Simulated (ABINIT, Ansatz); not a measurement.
# RbSbS3 (Pm-3m): zone-centre phonons, part 4 of 4

Aim: the zone-centre modes of RbSbS3 (Pm-3m).

ABINIT 10.8.3; DFT PBEsol, scalar-relativistic, plane waves, PseudoDojo norm-conserving pseudopotentials.

So far. Step 4 (Zone-centre response): The acoustic modes at Γ come out as far as 3.3 cm⁻¹ from zero, where they should vanish, a small numerical error. The lowest optical mode is imaginary, 77i cm⁻¹, an instability at this level and on this k mesh. Step 5 (Zone-centre analysis): The rule moves no optical mode by more than 0.1 cm⁻¹.

The structure was built from a prototype and need not be the compound's stable phase.

### 6. A second program

The same cell goes through another code at the same cutoff. The files are of one family, but Ansatz's library holds files of its own making for some heavy elements, so those for Sb may differ.

This step: DFT PBEsol, scalar-relativistic, plane waves, norm-conserving pseudopotentials of its library (PseudoDojo's, some remade) (Ansatz 0.2.0).

File input.yaml:

```yaml
crystal:
  lattice:
    - [5.0881387009, 0.0, 0.0]
    - [0.0, 5.0881387009, 0.0]
    - [0.0, 0.0, 5.0881387009]
  atoms:
    - { symbol: Rb, position: [0.0, 0.0, 0.0] }
    - { symbol: Sb, position: [0.5, 0.5, 0.5] }
    - { symbol: S, position: [0.5, 0.5, 0.0] }
    - { symbol: S, position: [0.5, 0.0, 0.5] }
    - { symbol: S, position: [0.0, 0.5, 0.5] }
kpoints:
  mp_grid: { grid: [6, 6, 6] }
hamiltonian:
  xc: pbesol
  pseudopotentials: { kind: nc, accuracy: standard }
scf:
  occupations: { method: gaussian, width: 0.27211 }
output:
  eigenvalues: true
basis:
  ecutwfc: 979.61
phonons:
  method: dfpt
```

Started as:

```
> ansatz run input.yaml --threads 4 --pin off --max-ram 8192MiB --backend cpu --events-out ev --progress --plain --runs-dir out
```

Numbers of over 12 decimals in the logs are rounded to 6 here.

Output:

```text
Warning: basis.ecutwfc = 979.61 eV is below the records' recommended 1088.45545 eV, and the density's cutoff is lower with it unless basis.ecutrho_ratio is high enough to keep the records' density cutoff: compare with a run at a higher cutoff
zone centre: on kpoints.mp_grid the ground state, and the responses unless they are solved on pairs of k-points, stand on 64 of the mesh's 216 k-points, reduced under 8 symmetry operations, with k and −k counted as one. Each operation leaves every solved displacement unchanged or reverses it
Engine: ansatz 0.2.0, x86_64-unknown-linux-gnu
Pseudopotentials: kind: nc
Pseudopotential: Rb, nc, valence charge 9, recommended cutoff 625.861884 eV (normal), Rb.nc.azcp (PseudoDojo's, or run here from an input of PseudoDojo's; its table is named by hamiltonian.pseudopotentials.accuracy)
Pseudopotential: Sb, nc, valence charge 15, recommended cutoff 1088.45545 eV (normal), Sb.nc.azcp (PseudoDojo's, or run here from an input of PseudoDojo's; its table is named by hamiltonian.pseudopotentials.accuracy)
Pseudopotential: S, nc, valence charge 6, recommended cutoff 707.496042 eV (normal), S.nc.azcp (PseudoDojo's, or run here from an input of PseudoDojo's; its table is named by hamiltonian.pseudopotentials.accuracy)
Functional definition: PBEsol
  exchange = pbesol_x
  correlation = pbesol_c
Crystal: 5 atoms, lattice volume = 131.728 Å³
Basis set: ecut = 979.61 eV, 9093 PW (Γ), exchange–correlation on 108×108×108 points (8 copies of the dense FFT grid, shifted against one another)
Bands: 26, of which v1, the nominal top of the filled ones, is band 21 counted from 1 (20 counted from 0)
Symmetry: 48 space group operations
k-points: 64 of 216 (irreducible under 8 space group operations)
Non-local potential: Rb, projectors of the file, l = 0: 2, l = 1: 2, l = 2: 2
Non-local potential: Sb, projectors of the file, l = 0: 2, l = 1: 2, l = 2: 2, l = 3: 2
Non-local potential: S, projectors of the file, l = 0: 2, l = 1: 2, l = 2: 2
Initial density: superposition of atomic densities (chi_scale 0.1, normalization cell, long waves kept (reshape's long-wave potential 0.00 eV rms))
Initial wavefunctions: pseudopotential atomic-orbital guess
Functional: x = pbesol(κ = 0.804, μ = 0.123457), c = pbesol(β = 0.046)
SCF iter   1: F=—  HF=-4108.101731 eV  |F-HF|=—  |Δ(HF+E_count)|=         —  Δρ=3.30e-2  dr2=3.98e0  ethr=3.10e-3  ⟨swp⟩=8.3  Hψ=9729  notcnv=0
preconditioner: auto → Kerker (q_TF=auto, 2.255 Å⁻¹)  [metal: Δε(μ)=0.042 eV  Ē_g=10.460 eV  σ=0.272 eV  W_gap=0.09  n_scr=26 (ndim 8)  ℏωp=17.7 eV  f_vac=0.000  D(μ)=3.41/eV (n_scr^D=26)]
SCF iter   2: F=—  HF=-4107.278544 eV  |F-HF|=—  |Δ(HF+E_count)|=   8.23e-1  Δρ=1.93e-2  dr2=1.75e0  ethr=3.10e-3  ⟨swp⟩=2.2  Hψ=2604  notcnv=0  defer=2
SCF iter   3: F=—  HF=-4106.607370 eV  |F-HF|=—  |Δ(HF+E_count)|=   6.71e-1  Δρ=5.64e-3  dr2=1.74e-1  ethr=3.10e-3  ⟨swp⟩=3.8  Hψ=3748  notcnv=0  defer=18
SCF iter   4: F=—  HF=-4106.534344 eV  |F-HF|=—  |Δ(HF+E_count)|=   7.30e-2  Δρ=2.39e-3  dr2=1.50e-2  ethr=4.14e-4  ⟨swp⟩=2.6  Hψ=2901  notcnv=0  defer=4
SCF iter   5: F=—  HF=-4106.534206 eV  |F-HF|=—  |Δ(HF+E_count)|=   1.38e-4  Δρ=4.52e-4  dr2=1.88e-4  ethr=3.57e-5  ⟨swp⟩=2.0  Hψ=2439  notcnv=0  defer=4
SCF iter   6: F=—  HF=-4106.534624 eV  |F-HF|=—  |Δ(HF+E_count)|=   4.17e-4  Δρ=8.14e-5  dr2=8.08e-6  ethr=4.49e-7  ⟨swp⟩=2.0  Hψ=2645  notcnv=0  defer=4
SCF iter   7: F=—  HF=-4106.534638 eV  |F-HF|=—  |Δ(HF+E_count)|=   1.47e-5  Δρ=1.26e-5  dr2=3.08e-7  ethr=1.92e-8  ⟨swp⟩=2.0  Hψ=2703  notcnv=0  defer=4
SCF iter   8: F=—  HF=-4106.534749 eV  |F-HF|=—  |Δ(HF+E_count)|=   1.11e-4  Δρ=3.79e-6  dr2=3.55e-8  ethr=7.33e-10  ⟨swp⟩=2.2  Hψ=2606  notcnv=0  defer=7
SCF iter   9: F=—  HF=-4106.534749 eV  |F-HF|=—  |Δ(HF+E_count)|=   3.60e-8  Δρ=9.48e-7  dr2=1.45e-9  ethr=8.45e-11  ⟨swp⟩=2.0  Hψ=2582  notcnv=0  defer=7
SCF iter  10: F=—  HF=-4106.534749 eV  |F-HF|=—  |Δ(HF+E_count)|=   1.37e-9  Δρ=2.39e-7  dr2=7.51e-11  ethr=3.45e-12  ⟨swp⟩=2.4  Hψ=2958  notcnv=0  defer=7
SCF iter  11: F=-4106.534749 eV  HF=-4106.534749 eV  |F-HF|=4.55e-12  |Δ(HF+E_count)|=  8.09e-11  Δρ=5.68e-8  dr2=4.91e-12  ethr=1.00e-12  ⟨swp⟩=14.1  Hψ=12401  notcnv=0
SCF 1 converged in 11 iterations: F = -4106.534749 eV  dr2 = 4.91e-12
DFPT response loops at Γ: preconditioner auto → Kerker (q_TF=auto, 2.255 Å⁻¹) (partly filled bands, converged f_vac=0.008); β = 1.00, the filter's whole step (`scf.mixing.beta` (0.50) is not read by the response loops under this deck's `scf.mixing.preconditioner`; to damp them name `kerker` or `kerker_dos`, under which they read `scf.mixing.beta`, and type it under 1.00, their step now; both keys bind the ground state too); Broyden in place of MSR1
SCF converged after 11 iterations
Free energy (F): -4106.534749 eV
Harris-Foulkes:  -4106.534749 eV  (|F-HF|=4.55e-12)
Internal energy: -4106.382568 eV  (E = F + TS)
E sigma→0 (E₀):  -4106.458658 eV
Entropy (-TS):   -0.152182 eV (-30.436 meV/atom)
Fermi energy:    5.308815 eV
--- Per-component energies (eV) ---
  E_band       = -294.005898
  E_kinetic    = 1966.585995
  E_local      = -2347.410503  (includes V_loc(G=0)·N_el)
  E_nonlocal   = -1212.843452
  E_hartree    = 1032.697521
  E_xc         = -1058.471900
  E_vxc        = -765.732950  (∫ρ·V_xc dr)
  E_ewald      = -2486.940229
  E_smearing   = -0.152182  (= −TS)
  E_closure    = -0.000000  (closes the sum)
  Σ components = -4106.534749   (vs F -4106.534749, Δ=0.00e0)
--- Band table (eV; the first three rows and the last of 64) ---
  k-point 0: bands = [... 17 lower, 4.6409, 4.6409, 4.8206, 4.8206, 4.8206, 9.8939, 10.5436, 10.5436, ... 1 higher]
  k-point 1: bands = [... 17 lower, 4.5228, 4.5312, 4.7001, 4.7486, 4.7486, 10.3210, 10.6701, 10.9128, ... 1 higher]
  k-point 2: bands = [... 17 lower, 4.2597, 4.3312, 4.6585, 4.6585, 4.8505, 9.5858, 11.0201, 11.3064, ... 1 higher]
  k-point 63: bands = [... 17 lower, 3.9812, 5.7125, 5.7125, 5.7125, 6.7034, 6.7034, 6.7034, 8.8922, ... 1 higher]
--- Phonons (Γ-DFPT): 4 representative perturbations + reference, on 64 of 216 k-points (Σ response iterations 13) ---
  k mesh reduced under 8 symmetry operations, with k and −k counted as one. Each operation leaves every solved displacement unchanged or reverses it
  ASR residual: 3.160e-5 → 0.000e0 eV/Å²; symmetrization residual: 1.689e-5 eV/Å²
  ASR residual per site (eV/Å²): 1.33e-5 1.82e-5 3.16e-5 3.16e-5 3.16e-5
  Γ frequencies (cm⁻¹): -74.99 -74.99 -74.99 -32.12 -32.12 -32.12 0.00 0.00 0.00 73.36 73.36 73.36 181.71 181.71 181.71
  non-analytic LO–TO correction: not included (Born effective charges unavailable; polar crystals: no LO–TO splitting at Γ)
```

It took 44 s on 4 threads of Intel Xeon 6975P-C (Granite Rapids), shared host; peak memory 2.9 GiB.

Read from the output:

- sum-rule residual before enforcement: 3.16e-5 eV/Å²
- highest optical zone-centre mode (no LO-TO term): 181.7 cm⁻¹
- lowest optical zone-centre mode: -74.99 cm⁻¹

### 7. The two compared: ABINIT PseudoDojo and Ansatz, library NC

Numbers from this step:

```
root-mean-square difference : 3.26 cm⁻¹
largest difference          : 4.7 cm⁻¹
```

Optical modes, paired by symmetry label. Frequencies side by side, by row:

| q (reciprocal lattice) | mode | ABINIT PseudoDojo (cm⁻¹) | Ansatz, library NC (cm⁻¹) |
| --- | --- | --- | --- |
| 0 0 0 | 1 | -77.1 | -75 |
| 0 0 0 | 2 | -77.1 | -75 |
| 0 0 0 | 3 | -77.1 | -75 |
| 0 0 0 | 4 | -36.1 | -32.1 |
| 0 0 0 | 5 | -36.1 | -32.1 |
| 0 0 0 | 6 | -36.1 | -32.1 |
| 0 0 0 | 10 | 73.2 | 73.4 |
| 0 0 0 | 11 | 73.2 | 73.4 |
| 0 0 0 | 12 | 73.2 | 73.4 |
| 0 0 0 | 13 | 186.4 | 181.7 |
| 0 0 0 | 14 | 186.4 | 181.7 |
| 0 0 0 | 15 | 186.4 | 181.7 |

At the zone centre the largest difference (acoustic modes at Γ apart) is 3 % of the highest mode.

### 8. Outcome

| Property | Result |
| --- | --- |
| space group after relaxation | Pm-3m |
| volume per atom | 26.3 Å³ |
| highest optical zone-centre mode (no LO-TO term) | 186.4 cm⁻¹ |
| lowest optical zone-centre mode | -77.1 cm⁻¹ |
| imaginary optical modes at the zone centre (no q mesh in this session) | yes |
| largest difference from Ansatz, library NC | 4.7 cm⁻¹ |

What this shows: At the PBEsol level the optical modes of RbSbS3 (Pm-3m) at the zone centre run from 77i to 186 cm⁻¹, so the structure is a saddle point, with 6 modes beyond 10i cm⁻¹ there. The base run prints -0.34 GPa, mostly the error of a finite basis; the relaxation, with a smoothed and higher cutoff, had brought the cell to rest. ABINIT PseudoDojo and Ansatz, library NC differ by 3.3 cm⁻¹ in the root mean square and by 4.7 cm⁻¹ at most, 2.5 % of the highest mode compared (acoustic modes at Γ left out). These are harmonic frequencies at zero temperature: anharmonic shifts and linewidths and thermal expansion are left out. Spin-orbit coupling is left out, which can matter for the heavy elements here. In a metal the frequencies hang on the k mesh and the smearing, most of all near Kohn anomalies. Ansatz warns that the cutoff lies 10 % under the one recommended for these files; agreement at one cutoff is not convergence. The structure is a hypothetical one, built on a prototype.

[Host names and launcher messages were left out of these logs when they were recorded.]

[Logs are printed without paths, hosts, clocks, repeated set-up lines and the standing remarks that a program may print on its own settings, such as how far it seeks lower states.]

[Hosts, paths, dates, database ids (printed as entryN), source tags and the programs' standing remarks are cut or masked in the printed files.]
